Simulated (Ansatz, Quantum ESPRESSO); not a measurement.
# KMgF3 (Pm-3m): Raman and infrared activity

Which lines does KMgF3 (Pm-3m) show in Raman and infrared spectra?

Method: DFT LDA, scalar-relativistic, plane waves, PseudoDojo norm-conserving pseudopotentials, in Quantum ESPRESSO 8.0 development, patched.

## Step 1: The structure

The structure is cubic, space group Pm-3m (No. 221). The conventional cell has a = 3.986 Å, b = 3.986 Å, c = 3.986 Å, α = 90.00°, β = 90.00°, γ = 90.00°. K has 12 F at 2.82 Å nearest. Nearest to Mg lie 6 F at 1.99 Å. Nearest to F lie 2 Mg at 1.99 Å and 4 K at 2.82 Å. Farther neighbours and most contacts between anions are not listed.

Structure file:

```cif
data_structure
_symmetry_space_group_name_H-M 'Pm-3m'
_symmetry_Int_Tables_number 221
_cell_length_a 3.9859
_cell_length_b 3.9859
_cell_length_c 3.9859
_cell_angle_alpha 90.000
_cell_angle_beta 90.000
_cell_angle_gamma 90.000
_cell_volume 63.33
loop_
_atom_site_label
_atom_site_type_symbol
_atom_site_symmetry_multiplicity
_atom_site_Wyckoff_symbol
_atom_site_fract_x
_atom_site_fract_y
_atom_site_fract_z
_atom_site_occupancy
K1 K 1 b 0.50000 0.50000 0.50000 1
Mg1 Mg 1 a 0.00000 0.00000 0.00000 1
F1 F 3 d 0.50000 0.00000 0.00000 1
```

## Step 2: A first look

A cheap run with smearing and empty bands tells whether the crystal has a gap, which decides between fixed occupations and smearing later on.

File probe.in:

```
&control
   calculation = 'scf'
   prefix = 'x'
   outdir = './tmp'
   pseudo_dir = './pseudo'
   tprnfor = .true.
   tstress = .true.
   verbosity = 'high'
/
&system
   ibrav = 1
   celldm(1) = 7.53225936
   nat = 5
   ntyp = 3
   ecutwfc = 84.0
   occupations = 'smearing'
   smearing = 'gaussian'
   degauss = 0.01
/
&electrons
   conv_thr = 1.0d-07
   mixing_beta = 0.7
   electron_maxstep = 100
/
ATOMIC_SPECIES
 K      39.0983  K.upf
 Mg     24.3050  Mg.upf
 F      18.9984  F.upf
ATOMIC_POSITIONS crystal
 K      0.500000000   0.500000000   0.500000000
 Mg     0.000000000   0.000000000   0.000000000
 F      0.500000000   0.000000000   0.000000000
 F      0.000000000   0.500000000   0.000000000
 F      0.000000000   0.000000000   0.500000000
K_POINTS automatic
 4 4 4 0 0 0
```

Command:

```
$ OMP_NUM_THREADS=1 mpirun -n 8 pw.x -nk 8 -in probe.in > probe.out
```

What it wrote:

```text
[banners, grids, parts of the stress and lines that vanish by symmetry left out]
Program PWSCF v.8.0dev
     bravais-lattice index     =            1
     lattice parameter (alat)  =       7.5323  a.u.
[...]
kinetic-energy cutoff     =      84.0000  Ry
     charge density cutoff     =     336.0000  Ry
     scf convergence threshold =      1.0E-07
[...]
Exchange-correlation= SLA-PW-NOGX-NOGC
                           (   1   4   0   0   0   0   0)
[...]
48 Sym. Ops., with inversion, found
[...]
(     0          1          0      )
                  (     0          0          1      )
[...]
(  0.0000000  1.0000000  0.0000000 )
                  (  0.0000000  0.0000000  1.0000000 )
[...]
(     0         -1          0      )
                  (     0          0          1      )
[...]
( -1.0000000  0.0000000  0.0000000 )
                  (  0.0000000  1.0000000  0.0000000 )
[...]
number of k points=    10  Gaussian smearing, width (Ry)=  0.0100
[...]
End of self-consistent calculation
[...]
the Fermi energy is     6.6484 ev
!    total energy              =    -326.58640500 Ry
[...]
convergence has been achieved in   7 iterations
[...]
atom    1 type  1   force =     0.00000000    0.00000000    0.00000000
     atom    2 type  2   force =     0.00000000    0.00000000    0.00000000
     atom    3 type  3   force =     0.00000000    0.00000000    0.00000000
     atom    4 type  3   force =     0.00000000    0.00000000    0.00000000
     atom    5 type  3   force =     0.00000000    0.00000000    0.00000000
[...]
Total force =     0.000000     Total SCF correction =     0.000000
[...]
total   stress  (Ry/bohr**3)                   (kbar)     P=      -45.66
[...]
XML data file, charge density, pseudopotentials, collected wavefunctions

   JOB DONE.
```

Wall time 4.6 s (8 MPI ranks of Arm Neoverse V1, shared host).

This step gave:

```
volume per atom   : 12.67 Å³
pressure          : -4.566 GPa
gap on the k-mesh : 6.998 eV
```

A gap of 7.0 eV opens on this mesh, so the crystal is taken as an insulator; the start stands at -4.6 GPa.

## Step 3: Relaxing the cell and atoms

The relaxation runs at a cutoff a fifth above that of the response, since stress converges more slowly with the basis than frequencies do. Forces and stress are brought to rest with tight thresholds.

File relax.in:

```
&control
   calculation = 'vc-relax'
   prefix = 'x'
   outdir = './tmp'
   pseudo_dir = './pseudo'
   tprnfor = .true.
   tstress = .true.
   forc_conv_thr = 2.0d-05
   etot_conv_thr = 1.0d-07
   nstep = 40
/
&system
   ibrav = 1
   celldm(1) = 7.53225936
   nat = 5
   ntyp = 3
   ecutwfc = 101
   occupations = 'fixed'
   nbnd = 22
/
&electrons
   conv_thr = 1.0d-11
   mixing_beta = 0.7
   electron_maxstep = 100
/
&ions
/
&cell
   press_conv_thr = 0.2
/
ATOMIC_SPECIES
 K      39.0983  K.upf
 Mg     24.3050  Mg.upf
 F      18.9984  F.upf
ATOMIC_POSITIONS crystal
 K      0.500000000   0.500000000   0.500000000
 Mg     0.000000000   0.000000000   0.000000000
 F      0.500000000   0.000000000   0.000000000
 F      0.000000000   0.500000000   0.000000000
 F      0.000000000   0.000000000   0.500000000
K_POINTS automatic
 6 6 6 0 0 0
```

Command:

```
$ OMP_NUM_THREADS=1 mpirun -n 8 pw.x -nk 8 -in relax.in > relax.out
```

What it wrote:

```text
[banners, grids, parts of the stress and lines that vanish by symmetry left out]
[banner, memory and clock lines left out]
Program PWSCF v.8.0dev

[...]
kinetic-energy cutoff     =     101.0000  Ry
     charge density cutoff     =     404.0000  Ry
     scf convergence threshold =      1.0E-11
[...]
energy convergence thresh.=      1.0E-07
     force convergence thresh. =      2.0E-05
     press convergence thresh. =      2.0E-01
     Exchange-correlation= SLA-PW-NOGX-NOGC
                           (   1   4   0   0   0   0   0)
[...]
48 Sym. Ops., with inversion, found
[...]
number of k points=    20
[...]
End of self-consistent calculation
[...]
highest occupied, lowest unoccupied level (ev):     2.4612    9.4593
!    total energy              =    -326.58650552 Ry
[...]
convergence has been achieved in  11 iterations
[...]
atom    1 type  1   force =     0.00000000    0.00000000    0.00000000
     atom    2 type  2   force =     0.00000000    0.00000000    0.00000000
     atom    3 type  3   force =     0.00000000    0.00000000    0.00000000
     atom    4 type  3   force =     0.00000000    0.00000000    0.00000000
     atom    5 type  3   force =     0.00000000    0.00000000    0.00000000
     Total force =     0.000000     Total SCF correction =     0.000000
[...]
total   stress  (Ry/bohr**3)                   (kbar)     P=      -45.29
[...]
number of bfgs steps    =   0
[...]
CELL_PARAMETERS (alat=  7.53225936)
[...]
ATOMIC_POSITIONS (crystal)
K                0.5000000000        0.5000000000        0.5000000000
Mg               0.0000000000        0.0000000000        0.0000000000
F                0.5000000000        0.0000000000        0.0000000000
F                0.0000000000        0.5000000000        0.0000000000
[...]
New effective cutoffs (rho, wfc):  409.87  102.57
[...]
End of self-consistent calculation
[...]
highest occupied, lowest unoccupied level (ev):     2.6846    9.8609
!    total energy              =    -326.58899976 Ry
[...]
convergence has been achieved in   7 iterations
[...]
atom    1 type  1   force =     0.00000000    0.00000000    0.00000000
     atom    2 type  2   force =     0.00000000    0.00000000    0.00000000
     atom    3 type  3   force =     0.00000000    0.00000000    0.00000000
     atom    4 type  3   force =     0.00000000    0.00000000    0.00000000
     atom    5 type  3   force =     0.00000000    0.00000000    0.00000000
     Total force =     0.000000     Total SCF correction =     0.000000
[...]
total   stress  (Ry/bohr**3)                   (kbar)     P=      -29.30
[...]
number of bfgs steps    =   1
[...]
CELL_PARAMETERS (alat=  7.53225936)
[...]
ATOMIC_POSITIONS (crystal)
[...]
New effective cutoffs (rho, wfc):  419.58  105.00
[...]
End of self-consistent calculation
[...]
highest occupied, lowest unoccupied level (ev):     3.0350   10.4914
!    total energy              =    -326.59055277 Ry
[...]
convergence has been achieved in   9 iterations
[...]
atom    1 type  1   force =     0.00000000    0.00000000    0.00000000
     atom    2 type  2   force =     0.00000000    0.00000000    0.00000000
     atom    3 type  3   force =     0.00000000    0.00000000    0.00000000
     atom    4 type  3   force =     0.00000000    0.00000000    0.00000000
[...]
Total force =     0.000000     Total SCF correction =     0.000000
[...]
total   stress  (Ry/bohr**3)                   (kbar)     P=       -1.50
[...]
number of bfgs steps    =   2
[...]
CELL_PARAMETERS (alat=  7.53225936)
[...]
ATOMIC_POSITIONS (crystal)
[...]
New effective cutoffs (rho, wfc):  420.10  105.13
[...]
End of self-consistent calculation
[...]
highest occupied, lowest unoccupied level (ev):     3.0539   10.5256
!    total energy              =    -326.59055635 Ry
[...]
convergence has been achieved in   7 iterations
[...]
Total force =     0.000000     Total SCF correction =     0.000000
[...]
total   stress  (Ry/bohr**3)                   (kbar)     P=        0.10
[...]
number of bfgs steps    =   3
[...]
CELL_PARAMETERS (alat=  7.53225936)
[...]
ATOMIC_POSITIONS (crystal)
[...]
New effective cutoffs (rho, wfc):  420.07  105.12
[...]
End of self-consistent calculation
[...]
highest occupied, lowest unoccupied level (ev):     3.0528   10.5234
!    total energy              =    -326.59055636 Ry
[...]
convergence has been achieved in   4 iterations
[...]
atom    3 type  3   force =     0.00000000    0.00000000    0.00000000
     atom    4 type  3   force =     0.00000000    0.00000000    0.00000000
     atom    5 type  3   force =     0.00000000    0.00000000    0.00000000
     Total force =     0.000000     Total SCF correction =     0.000000
[...]
total   stress  (Ry/bohr**3)                   (kbar)     P=        0.00
[...]
bfgs converged in   5 scf cycles and   4 bfgs steps
[...]
End of BFGS Geometry Optimization
     Final enthalpy           =    -326.5905563643 Ry
     File ./tmp/x.bfgs deleted, as requested
[...]
CELL_PARAMETERS (alat=  7.53225936)
[...]
ATOMIC_POSITIONS (crystal)
[...]
F                0.0000000000        0.5000000000        0.0000000000
F                0.0000000000        0.0000000000        0.5000000000
[...]
Final scf calculation at the relaxed structure.
[...]
kinetic-energy cutoff     =     101.0000  Ry
     charge density cutoff     =     404.0000  Ry
     scf convergence threshold =      1.0E-13
[...]
press convergence thresh. =      2.0E-01
     Exchange-correlation= SLA-PW-NOGX-NOGC
                           (   1   4   0   0   0   0   0)
[...]
48 Sym. Ops., with inversion, found
[...]
number of k points=    20
[...]
End of self-consistent calculation
[...]
highest occupied, lowest unoccupied level (ev):     3.0527   10.5234
!    total energy              =    -326.59054252 Ry
[...]
convergence has been achieved in  13 iterations
[...]
atom    1 type  1   force =     0.00000000    0.00000000    0.00000000
     atom    2 type  2   force =     0.00000000    0.00000000    0.00000000
     atom    3 type  3   force =     0.00000000    0.00000000    0.00000000
     atom    4 type  3   force =     0.00000000    0.00000000    0.00000000
     atom    5 type  3   force =     0.00000000    0.00000000    0.00000000
     Total force =     0.000000     Total SCF correction =     0.000000
[...]
total   stress  (Ry/bohr**3)                   (kbar)     P=       -0.07
[...]
XML data file, charge density, pseudopotentials, collected wavefunctions
```

It took 45 s on 8 MPI ranks.

The steps of the relaxation:

| step | energy less that of the first step (eV) | largest force (eV/Å) | pressure (GPa) | volume (Å³) |
| --- | --- | --- | --- | --- |
| 1 | 0.0000 | 0.0000 | -4.53 | 63.33 |
| 2 | -0.0339 | 0.0000 | -2.93 | 61.87 |
| 3 | -0.0551 | 0.0000 | -0.15 | 59.74 |
| 4 | -0.0551 | 0.0000 | 0.01 | 59.63 |
| 5 | -0.0551 | 0.0000 | 0.00 | 59.64 |
| 6 | -0.0549 | 0.0000 | -0.01 | 59.64 |

```
conventional cell, symmetrised  before  after  change
                         a (Å)   3.986  3.907  -2.0 %
                         b (Å)   3.986  3.907  -2.0 %
                         c (Å)   3.986  3.907  -2.0 %
              volume (Å³/atom)   12.67  11.93  -5.8 %
```

The relaxed structure:

```cif
data_structure
_symmetry_space_group_name_H-M 'P 1'
_symmetry_Int_Tables_number 1
_cell_length_a 3.9069
_cell_length_b 3.9069
_cell_length_c 3.9069
_cell_angle_alpha 90.000
_cell_angle_beta 90.000
_cell_angle_gamma 90.000
_cell_volume 59.64
loop_
_atom_site_label
_atom_site_type_symbol
_atom_site_fract_x
_atom_site_fract_y
_atom_site_fract_z
_atom_site_occupancy
K1 K 0.50000 0.50000 0.50000 1
Mg2 Mg 0.00000 0.00000 0.00000 1
F3 F 0.50000 0.00000 0.00000 1
F4 F 0.00000 0.50000 0.00000 1
F5 F 0.00000 0.00000 0.50000 1
```

The last row of the table of steps is pw.x's closing run on a basis chosen anew for the final cell, so its energy can jump.

This step gave:

```
volume per atom   : 11.93 Å³
pressure          : -0.007000 GPa
gap on the k-mesh : 7.471 eV
```

The volume changes by -5.8 % from the cell with which this run began.

## Step 4: Ground state

The response is built on this ground state, so it is converged far tighter than an energy would need. With a gap, occupations are fixed, which also allows the response to an electric field.

File scf.in:

```
&control
   calculation = 'scf'
   prefix = 'x'
   outdir = './tmp'
   pseudo_dir = './pseudo'
   tprnfor = .true.
   tstress = .true.
/
&system
   ibrav = 1
   celldm(1) = 7.38302848
   nat = 5
   ntyp = 3
   ecutwfc = 84.0
   occupations = 'fixed'
   nbnd = 22
/
&electrons
   conv_thr = 1.0d-12
   mixing_beta = 0.7
   electron_maxstep = 100
/
ATOMIC_SPECIES
 K      39.0983  K.upf
 Mg     24.3050  Mg.upf
 F      18.9984  F.upf
ATOMIC_POSITIONS crystal
 K      0.500000000   0.500000000   0.500000000
 Mg     0.000000000   0.000000000   0.000000000
 F      0.500000000   0.000000000   0.000000000
 F      0.000000000   0.500000000   0.000000000
 F      0.000000000   0.000000000   0.500000000
K_POINTS automatic
 6 6 6 0 0 0
```

Command:

```
$ OMP_NUM_THREADS=1 mpirun -n 8 pw.x -nk 8 -in scf.in > scf.out
```

What it wrote:

```text
[banners, grids, parts of the stress and lines that vanish by symmetry left out]
[banner, memory and clock lines left out]
Program PWSCF v.8.0dev

[...]
kinetic-energy cutoff     =      84.0000  Ry
     charge density cutoff     =     336.0000  Ry
     scf convergence threshold =      1.0E-12
[...]
Exchange-correlation= SLA-PW-NOGX-NOGC
                           (   1   4   0   0   0   0   0)
[...]
48 Sym. Ops., with inversion, found
[...]
number of k points=    20
[...]
End of self-consistent calculation
[...]
highest occupied, lowest unoccupied level (ev):     3.0528   10.5235
!    total energy              =    -326.59044278 Ry
[...]
convergence has been achieved in  12 iterations
[...]
atom    1 type  1   force =     0.00000000    0.00000000    0.00000000
     atom    2 type  2   force =     0.00000000    0.00000000    0.00000000
     atom    3 type  3   force =     0.00000000    0.00000000    0.00000000
     atom    4 type  3   force =     0.00000000    0.00000000    0.00000000
     atom    5 type  3   force =     0.00000000    0.00000000    0.00000000
     Total force =     0.000000     Total SCF correction =     0.000000
[...]
total   stress  (Ry/bohr**3)                   (kbar)     P=       -0.20
[...]
XML data file, charge density, pseudopotentials, collected wavefunctions
```

Elapsed: 8.3 s, on 8 MPI ranks.

Read from the output:

```
pressure : -0.02 GPa
```

The cell stands at -0.02 GPa, close enough for phonons.

(Part 1 of 3 ends here.)

[Host names and launcher messages were left out of these logs when they were recorded.]

[Logs are printed without paths, hosts, clocks, repeated set-up lines and the standing remarks that a program may print on its own settings, such as how far it seeks lower states.]

[Hosts, paths, dates, database ids (printed as entryN), source tags and the programs' standing remarks are cut or masked in the printed files.]
